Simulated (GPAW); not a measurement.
# Rh L₃-edge XANES of Rh (Rhodium, Fm-3m)

Aim: the dependence of the Rh L₃ near-edge features of Rh (Rhodium, Fm-3m) on volume.

Program: GPAW 26.7.0. Level of theory: X-ray absorption from dipole matrix elements to empty bands, plane-wave PAW PBE. Results are calculated unless marked as measured.

The database entry behind the starting cell differs from later determinations by our own check (an axis about 0.2 % short against later determinations), so it need not match the best structure at ambient conditions.

## Step 1: Starting point

The structure is cubic, space group Fm-3m (No. 225). The conventional cell has a = 3.796 Å, b = 3.796 Å, c = 3.796 Å, α = 90.00°, β = 90.00°, γ = 90.00°. Rh has 12 Rh at 2.68 Å nearest.

## Step 2: The field without a hole

A plain self-consistent run shows whether there is a gap, which decides the set-up of the core-hole run.

scf.py reads:

```python
import numpy as np
from ase import Atoms
from ase.parallel import parprint, paropen
from gpaw import GPAW, PW, FermiDirac, Mixer, MixerDif, setup_paths
from gpaw.test import gen
setup_paths.insert(0, '.')
gen('Rh', name='nch2p', xcname='PBE', corehole=(2, 1, 0), write_xml=True)
from gpaw.mpi import world
world.barrier()

atoms = Atoms('Rh',
    cell=[[0, 1.89785, 1.89785],
     [1.89785, 0, 1.89785],
     [1.89785, 1.89785, 0]],
    scaled_positions=[[0, 0, 0]],
    pbc=True)
atoms.calc = calc = GPAW(legacy_gpaw=True, mode=PW(430, force_complex_dtype=True), xc='PBE', setups={0: 'nch2p'},
    kpts={'size': (11, 11, 11), 'gamma': True}, occupations=FermiDirac(0.05),
    charge=0, mixer=Mixer(0.1, 5, 50), maxiter=150,
    convergence={'density': 0.0001, 'eigenstates': 1e-6}, txt='scf.txt')
energy = atoms.get_potential_energy() + calc.get_reference_energy()
ef = calc.get_fermi_level()
out = dict(energy=energy, fermi=ef, forces=atoms.get_forces().tolist())
parprint(f'all-electron energy {energy:.4f} eV, Fermi level {ef:.4f} eV')
ev = np.array([[calc.get_eigenvalues(k, s) for k in range(len(calc.get_ibz_k_points()))] for s in range(calc.get_number_of_spins())])
out['homo'], out['lumo'], out['counts'] = ev[ev < ef].max(), ev[ev > ef].min(), sorted(set((ev < ef).sum((0, 2)).tolist()))
out['filled'] = (ev[:, 0] < ef).sum(1).tolist()
import json
with paropen('out.json', 'w') as f:
    json.dump(out, f)
```

Command:

```console
$ OMP_NUM_THREADS=1 mpirun -n 4 gpaw python scf.py
```

Numbers of over 12 decimals in the logs are rounded to 6 here.

The log of the run:

```text
Input parameters:
  convergence: {density: 0.0001,
                eigenstates: 1e-06}
  kpts: {gamma: True,
         size: (11, 11, 11)}
  maxiter: 150
  mixer: {backend: pulay,
          beta: 0.1,
          method: separate,
          nmaxold: 5,
          weight: 50}
  mode: {ecut: 430.0,
         force_complex_dtype: True,
         name: pw}
  occupations: {fixmagmom: False,
                name: fermi-dirac,
                width: 0.05}
  setups: {0: nch2p}
  xc: PBE

Initialize ...

[... PAW data sets ...]

Reference energy: -130134.648220  # eV

Spin-paired calculation

[... convergence settings ...]
Symmetries present (total): 48
  [... symmetry matrices ...]

1331 k-points: 11 x 11 x 11 Monkhorst-Pack grid
56 k-points in the irreducible part of the Brillouin zone
       k-points in crystal coordinates                weights
   0:     0.00000000    0.00000000    0.00000000          1/1331
   1:     0.09090909    0.09090909    0.00000000          6/1331
   2:     0.09090909    0.09090909    0.09090909          8/1331
   3:     0.18181818    0.09090909    0.09090909         12/1331
   4:     0.18181818    0.18181818    0.00000000          6/1331
   5:     0.18181818    0.18181818    0.09090909         24/1331
   6:     0.18181818    0.18181818    0.18181818          8/1331
   7:     0.27272727    0.18181818    0.09090909         24/1331
   8:     0.27272727    0.18181818    0.18181818         24/1331
   9:     0.27272727    0.27272727    0.00000000          6/1331
          ...
  55:     0.45454545    0.45454545    0.45454545          8/1331

Wave functions: Plane wave expansion
  Cutoff energy: 430.000 eV
  Number of coefficients (min, max): 269, 291
  Pulay-stress correction: 0.000000 eV/Ang^3 (de/decut=0.000000)
  Using FFTW library
  Wavefunction extrapolation:
    Improved wavefunction reuse through dual PAW basis

Occupation numbers: Fermi-Dirac:
  width: 0.0500  # eV

Eigensolver
   Davidson(niter=2)

Densities:
  Coarse grid: 14*14*14 grid
  Fine grid: 28*28*28 grid
  Total Charge: 0.000000

Density mixing:
  Method: separate
  Backend: pulay
  Linear mixing parameter: 0.1
  old densities: 5
  Width of damping distribution: 1.1
  Damping of long wavelength oscillations: 50

[... Hamiltonian set-up ...]
Number of atoms: 1
Number of atomic orbitals: 12
Number of bands in calculation: 12
Number of valence electrons: 15
Bands to converge: occupied

... initialized

Initializing position-dependent things.

Density initialized from atomic densities
Creating initial wave functions:
  12 bands from LCAO basis set

       Rh

Atomic positions and initial magnetic moments

Positions:
   0 Rh     0.000000    0.000000    0.000000    ( 0.0000,  0.0000,  0.0000)

Unit cell:
           periodic     x           y           z      points  spacing
  1. axis:    yes    0.000000    1.897850    1.897850    14     0.1565
  2. axis:    yes    1.897850    0.000000    1.897850    14     0.1565
  3. axis:    yes    1.897850    1.897850    0.000000    14     0.1565

  Lengths:   2.683965   2.683965   2.683965
  Angles:   60.000000  60.000000  60.000000

Effective grid spacing dv^(1/3) = 0.1708

iter:   1    -7.855460
iter:   2    -7.628478   -2.04  -1.35
iter:   3    -7.299230   -1.49  -1.44
iter:   4    -7.293417   -3.80  -2.18
iter:   5    -7.278849   -3.08  -2.22
iter:   6    -7.278864   -2.96  -2.53
iter:   7    -7.277289c  -3.51  -2.68
iter:   8    -7.277458c  -4.51  -3.47
iter:   9    -7.277244c  -4.92  -3.13
iter:  10    -7.277237c  -5.06  -3.88
iter:  11    -7.277248c  -5.68  -3.53
iter:  12    -7.277248c  -7.50c -5.05c

Converged after 12 iterations.

Dipole moment: (-0.000000, -0.000000, -0.000000) |e|*Ang

Energy contributions relative to reference atoms: (reference = -130134.648220)

Kinetic:         -1.674635
Potential:       -0.532822
External:        +0.000000
XC:              -5.014448
Entropy (-ST):   -0.013594
Local:           -0.048547
SIC:             +0.000000
--------------------------
Free energy:     -7.284045
Extrapolated:    -7.277248

Showing only first 2 kpts
 Kpt  Band  Eigenvalues  Occupancy
  0     5      8.85740    2.00000
  0     6      8.85740    2.00000
  0     7     10.95214    2.00000
  0     8     10.95214    2.00000

  1     5      9.08581    2.00000
  1     6      9.08581    2.00000
  1     7     10.64752    2.00000
  1     8     11.06315    2.00000

Fermi level: 11.94252

No gap
No difference between direct/indirect transitions

Forces in eV/Ang:
  0 Rh    0.00000    0.00000   -0.00000
Scalar-relativistic atomic PBE calculation for Rh (Rhodium, Z=45)
Core hole in 2p state (2p occupation: 6.0)
750 radial gridpoints.
|------------------------------------------------|
|------------------------------------------------|
[... the atom generator's iteration count ...]

Energy contributions:
-------------------------
Kinetic:    +4949.758455
XC:          -138.472957
Potential:  -9593.645650
-------------------------
Total:      -4782.360153

state      eigenvalue         ekin         rmax
-----------------------------------------------
1s^2.0 :  -845.895156  1073.903078        0.021
2s^2.0 :  -122.667619   219.735766        0.120
2p^6.0 :  -110.008312   210.418363        0.096
3s^2.0 :   -21.920352    59.884444        0.352
3p^6.0 :   -17.746087    55.516909        0.345
3d^10.0:   -11.047576    49.675023        0.291
4s^2.0 :    -3.029263    14.451781        0.882
4p^6.0 :    -1.853221    11.861332        0.944
4d^8.0 :    -0.218353     6.123815        1.147
5s^1.0 :    -0.157901     1.287938        2.650
5p^0.0 :    -0.031305     0.450854        3.909
-----------------------------------------------
(units: Bohr and Hartree)

Generating PAW setup
Kinetic energy of the core from tauc = 4938.728211843294
Cutoffs:
rc(s)=2.400
rc(p)=2.610
rc(d)=2.350
rc(vbar)=2.390
rc(comp)=2.290
rc(nct)=2.610

Kinetic energy of the core states: 4828.312005
Charge: 0.0
Core electrons: 30.0
Valence electrons: 15.0
Pseudo-core charge: 0.089133
Shape function alpha=1.907
Pseudo-electron charge 5.850128
state    eigenvalue         norm
--------------------------------
5s(1) :    -0.157901     1.016532
*s    :     0.842099
4p(6) :    -1.853221     0.119901
5p(0) :    -0.031305     0.998431
4d(8) :    -0.218353     0.503132
*d    :     0.781647
--------------------------------

Diagonalizing with gridspacing h=0.050

state   all-electron     PAW
-------------------------------
5s:      -0.157901    -0.158028
4p:      -1.853221    -1.853430
4d:      -0.218353    -0.219202
*f:                    0.068044
-------------------------------
all-electron energy -130141.9255 eV, Fermi level 11.9425 eV
```

Elapsed: 3.9 s, on 4 MPI ranks of AMD EPYC 9R45, shared host; peak memory 0.16 GiB; 15 s of CPU time.

The mesh shows no gap, so the system is treated as a metal and the core electron is put at the Fermi level (neutral cell).

## Step 3: Supercell without a hole, the energy reference

The photon energy needs a difference of total energies, so the cell and mesh of the coming hole run are first run without a hole.

Changes to scf.py since step 2:

```diff
@@ -10,10 +10,22 @@
 
-atoms = Atoms('Rh',
-    cell=[[0, 1.89785, 1.89785],
-     [1.89785, 0, 1.89785],
-     [1.89785, 1.89785, 0]],
-    scaled_positions=[[0, 0, 0]],
+atoms = Atoms('Rh13',
+    cell=[[-1.89785, 0, 5.69355],
+     [0, 5.69355, 1.89785],
+     [-5.69355, -1.89785, 0]],
+    scaled_positions=[[0, 0, 0],
+     [0.30769231, 0.07692308, 0.23076923],
+     [0.07692308, 0.76923077, 0.30769231],
+     [0.53846154, 0.38461538, 0.15384615],
+     [0.15384615, 0.53846154, 0.61538462],
+     [0.61538462, 0.15384615, 0.46153846],
+     [0.76923077, 0.69230769, 0.07692308],
+     [0.23076923, 0.30769231, 0.92307692],
+     [0.38461538, 0.84615385, 0.53846154],
+     [0.84615385, 0.46153846, 0.38461538],
+     [0.46153846, 0.61538462, 0.84615385],
+     [0.92307692, 0.23076923, 0.69230769],
+     [0.69230769, 0.92307692, 0.76923077]],
     pbc=True)
 atoms.calc = calc = GPAW(legacy_gpaw=True, mode=PW(430, force_complex_dtype=True), xc='PBE', setups={0: 'nch2p'},
-    kpts={'size': (11, 11, 11), 'gamma': True}, occupations=FermiDirac(0.05),
+    kpts={'size': (5, 5, 5), 'gamma': True}, occupations=FermiDirac(0.1),
     charge=0, mixer=Mixer(0.1, 5, 50), maxiter=150,
```

The log of the run:

```text
Input parameters:
  convergence: {density: 0.0001,
                eigenstates: 1e-06}
  kpts: {gamma: True,
         size: (5, 5, 5)}
  maxiter: 150
  mixer: {backend: pulay,
          beta: 0.1,
          method: separate,
          nmaxold: 5,
          weight: 50}
  mode: {ecut: 430.0,
         force_complex_dtype: True,
         name: pw}
  occupations: {fixmagmom: False,
                name: fermi-dirac,
[...]
*s    :     0.842099
4p(6) :    -1.853221     0.119901
5p(0) :    -0.031305     0.998431
4d(8) :    -0.218353     0.503132
*d    :     0.781647
--------------------------------

Diagonalizing with gridspacing h=0.050

state   all-electron     PAW
-------------------------------
5s:      -0.157901    -0.158028
4p:      -1.853221    -1.853430
4d:      -0.218353    -0.219202
*f:                    0.068044
-------------------------------
all-electron energy -1691845.1545 eV, Fermi level 11.9226 eV
[key lines of the parts left out:]
Converged after 13 iterations.
Dipole moment: (0.000000, 0.000000, 0.000000) |e|*Ang
Free energy:    -95.020752
Fermi level: 11.92256
```

It took 46 s on 4 MPI ranks; peak memory 0.34 GiB.

Reference energy: -1691845.154 eV with the cores included.

(Continued in part 2 of 3.)

[Banner, clock and machine lines of the logs are left out without a mark of their own.]

[Logs are printed without paths, hosts, clocks, repeated set-up lines and the standing remarks that a program may print on its own settings, such as how far it seeks lower states.]

[Hosts, paths, dates, database ids (printed as entryN), source tags and the programs' standing remarks are cut or masked in the printed files.]

[Lists of maxima count a maximum above −3 eV only where it reaches 4 % of the highest in the window and stands out from its surroundings by 2 % of it (1.5 % where it reaches 55 %); shoulders and weaker maxima are passed over, and of the rest the first, up to two pre-edge ones and the few strongest are named.]
